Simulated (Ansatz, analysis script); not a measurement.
# Energy of a turned moment in MnS

How well does a Heisenberg term describe MnS? One moment is turned under a constraint.

Program: Ansatz 0.2.0. Level of theory: PBEsol with U = 4 eV on Mn d (ortho-atomic projectors), PAW set soft_1 (files made for PBE). Results are calculated unless marked as measured.

Report form: the programs' logs are mostly left out.

The database entry behind the starting cell differs from later determinations by our own check (an axis about 0.2 % short against later determinations), so it need not match the best structure at ambient conditions.

## Step 1: Set-up

Symmetry: Fm-3m, No. 225, cubic system. Conventional cell: a = 5.209 Å, b = 5.209 Å, c = 5.209 Å, α = 90.00°, β = 90.00°, γ = 90.00°. Mn has 6 S at 2.60 Å nearest. S has 6 Mn at 2.60 Å nearest. Farther neighbours and most contacts between anions are not listed.

The cell of this run holds 4 atoms, 2 of them with a starting moment; values «a cell» refer to the cell of the run in question.

## Step 2: Collinear start 1: antiferro q=(0,1/2,1/2) +-

The order that a run ends on hangs on its start, so several orders are typed and the lowest is carried on. The program's own search can turn an unstable start over.

Input file input.yaml:

```yaml
crystal:
  lattice:
    - [0.0, 2.6045, 2.6045]
    - [5.209, 0.0, 5.209]
    - [5.209, 2.6045, 2.6045]
  atoms:
    - { symbol: Mn, position: [0.0, 0.0, 0.0], spin: 4.5 }
    - { symbol: Mn, position: [0.0, 0.5, 0.0], spin: -4.5 }
    - { symbol: S, position: [0.5, 0.0, 0.5] }
    - { symbol: S, position: [0.5, 0.5, 0.5] }
magnetization:
  spin_polarized: true
kpoints:
  mp_grid: { grid: [6, 6, 6] }
hamiltonian:
  xc: pbesol
  hubbard:
    projectors: ortho-atomic
    sites: [{ species: Mn, l: d, u_eff: 4.0 }]
  pseudopotentials: { kind: paw, azcp: { folder: soft_1 }, xc_functional: pbe }
scf:
  occupations: { method: fermi_dirac, width: 0.05 }
  max_iter: 120
  convergence: { dr2_threshold: 1.0e-08 }
output:
  write_density: true
  write_potential: true
  elf: true
  volumetric_format: npy
```

On the command line:

```bash
ansatz run input.yaml --threads 4 --pin off --max-ram 8192MiB --backend cpu --events-out ev --progress --plain --runs-dir out
```

Run time: 2.6 s. Hardware: 4 threads of Arm Neoverse V1, shared host; peak memory 0.5 GiB.

It ends antiferromagnetic, with 4.47 μB on the largest site.

## Step 3: Collinear start 2: antiferro q=(0,0,1/2) +-

A self-consistent run from these starting moments shows which magnetic state they lead to.

This run holds the same structure in another cell (b 7.367 → 3.683 Å, c 6.380 → 7.367 Å, α 30.0 → 60.0°, β 54.7 → 60.0°).

input.yaml, the sections that differ from step 2:

```yaml
crystal:
  lattice:
    - [0.0, 2.6045, 2.6045]
    - [2.6045, 0.0, 2.6045]
    - [5.209, 5.209, 0.0]
  atoms:
    - { symbol: Mn, position: [0.0, 0.0, 0.0], spin: 4.5 }
    - { symbol: Mn, position: [0.0, 0.0, 0.5], spin: -4.5 }
    - { symbol: S, position: [0.5, 0.5, 0.25] }
    - { symbol: S, position: [0.5, 0.5, 0.75] }
kpoints:
  mp_grid: { grid: [6, 6, 3] }
# magnetization, hamiltonian, scf: as in step 2
# output: removed
```

Run time: 1.3 s. Hardware: 4 threads; peak memory 0.37 GiB; 4.2 s of CPU time.

It ends antiferromagnetic, with 4.41 μB on the largest site.

## Step 4: Which start is lowest

| typed order | atoms | final state | energy (meV/atom) | largest moment (μB) |
| --- | --- | --- | --- | --- |
| antiferro q=(0,1/2,1/2) +- | 4 | antiferromagnetic | 17.42 | 4.47 |
| antiferro q=(0,0,1/2) +- | 4 | antiferromagnetic | 0.00 | 4.41 |

The session goes on from the lowest state with moments found, typed antiferro q=(0,0,1/2) +-.

Spin moment in the atom's sphere by atom:

| atom | spin moment in the atom's sphere (μB) |
| --- | --- |
| Mn1 | 4.41 |
| Mn2 | -4.41 |
| S3 | 0.00 |
| S4 | 0.00 |

Tables count atoms from 1; parts of the log count from 0.

## Step 5: Constrained states

A canted state is in general not stationary, so a lock holds the direction of each moment by a field that the run finds for itself, with a floor under its size so that it cannot collapse. One batch solves all states on one mesh, so that their energies can be subtracted.

The input counts atoms from 0. Atom 1 (Mn) is the turned one, and with it all its lattice images.

input.yaml, the sections that differ from step 3:

```yaml
crystal:
  lattice:
    - [0.0, 2.6045, 2.6045]
    - [2.6045, 0.0, 2.6045]
    - [5.209, 5.209, 0.0]
  atoms:
    - { symbol: Mn, position: [0.0, 0.0, 0.0], spin: 4.41, spin_axis: [0.0, 0.0, 1.0] }
    - { symbol: Mn, position: [0.0, 0.0, 0.5], spin: 4.41, spin_axis: [0.0, 0.0, -1.0] }
    - { symbol: S, position: [0.5, 0.5, 0.25] }
    - { symbol: S, position: [0.5, 0.5, 0.75] }
basis:
  ecutwfc: 420.0
magnetization:
  noncollinear: true
magnetic_configurations:
  lock: { kind: ray, floor_fraction: 0.25 }
  seed: rotate
  angular_fan:
    site: 1
    rotation_axis: [0, 1, 0]
    angles_deg: [0, 30, 60, 90, 135, 180]
checkpoint:
  read: start
# kpoints, hamiltonian, scf: as in step 3
```

Elapsed: 2.3 min, on 4 threads; peak memory 0.71 GiB.

The batch gives an energy and a set of moments for each member that converges.

## Step 6: Energies against angle

All numbers here come from the batch. Energies are free energies plus the run's first-order correction to the targets, less the reference.

| angle (°) | energy (meV a cell) | turned moment (μB) |
| --- | --- | --- |
| 0 | 0.00 | 4.408 |
| 30 | 5.83 | 4.413 |
| 60 | 22.59 | 4.426 |
| 90 | 47.82 | 4.445 |
| 135 | 89.85 | 4.476 |
| 180 | 110.47 | 4.492 |

A fit E(θ) = A (1 − cos θ) + B sin²θ to the 5 turned states whose moment kept its size within 15 % gives A = 55.0 meV and B = -7.12 meV, with an r.m.s. miss of 0.37 meV. A > 0 favours the reference's alignment.

## Step 7: Results

| Property | Result |
| --- | --- |
| energy at 180° | 110 meV a cell |
| turned moment | 4.41 μB at 0°, 4.49 μB at 180° |
| bilinear term A | 55.0 meV |
| biquadratic term B | -7.12 meV |

What this shows: Every turn costs energy, 110 meV a cell at 180°, so the antiferromagnetic reference is stable against this one rotation; no orders other than those typed and the 180° state were run. The turned moment keeps its size within 1.9 %. The biquadratic term is 13 % of the bilinear one, so a Heisenberg term alone is not enough; B < 0 softens the collinear states, though not enough for a canted minimum. With two magnetic atoms a cell and E = −Σ J e·e over ordered pairs, the couplings of one atom to all images of the other sum to -27.5 meV. Spin–orbit coupling is switched off, and couplings of the turned atom to its own lattice images don't enter, since these turn with it.

[Logs and program files are shortened in this print: banners, set-up blocks, solver, clock and traceback lines can be left out without a mark of their own.]

[Logs are printed without paths, hosts, clocks, repeated set-up lines and the standing remarks that a program may print on its own settings, such as how far it seeks lower states.]

[Hosts, paths, dates, database ids (printed as entryN), source tags and the programs' standing remarks are cut or masked in the printed files.]
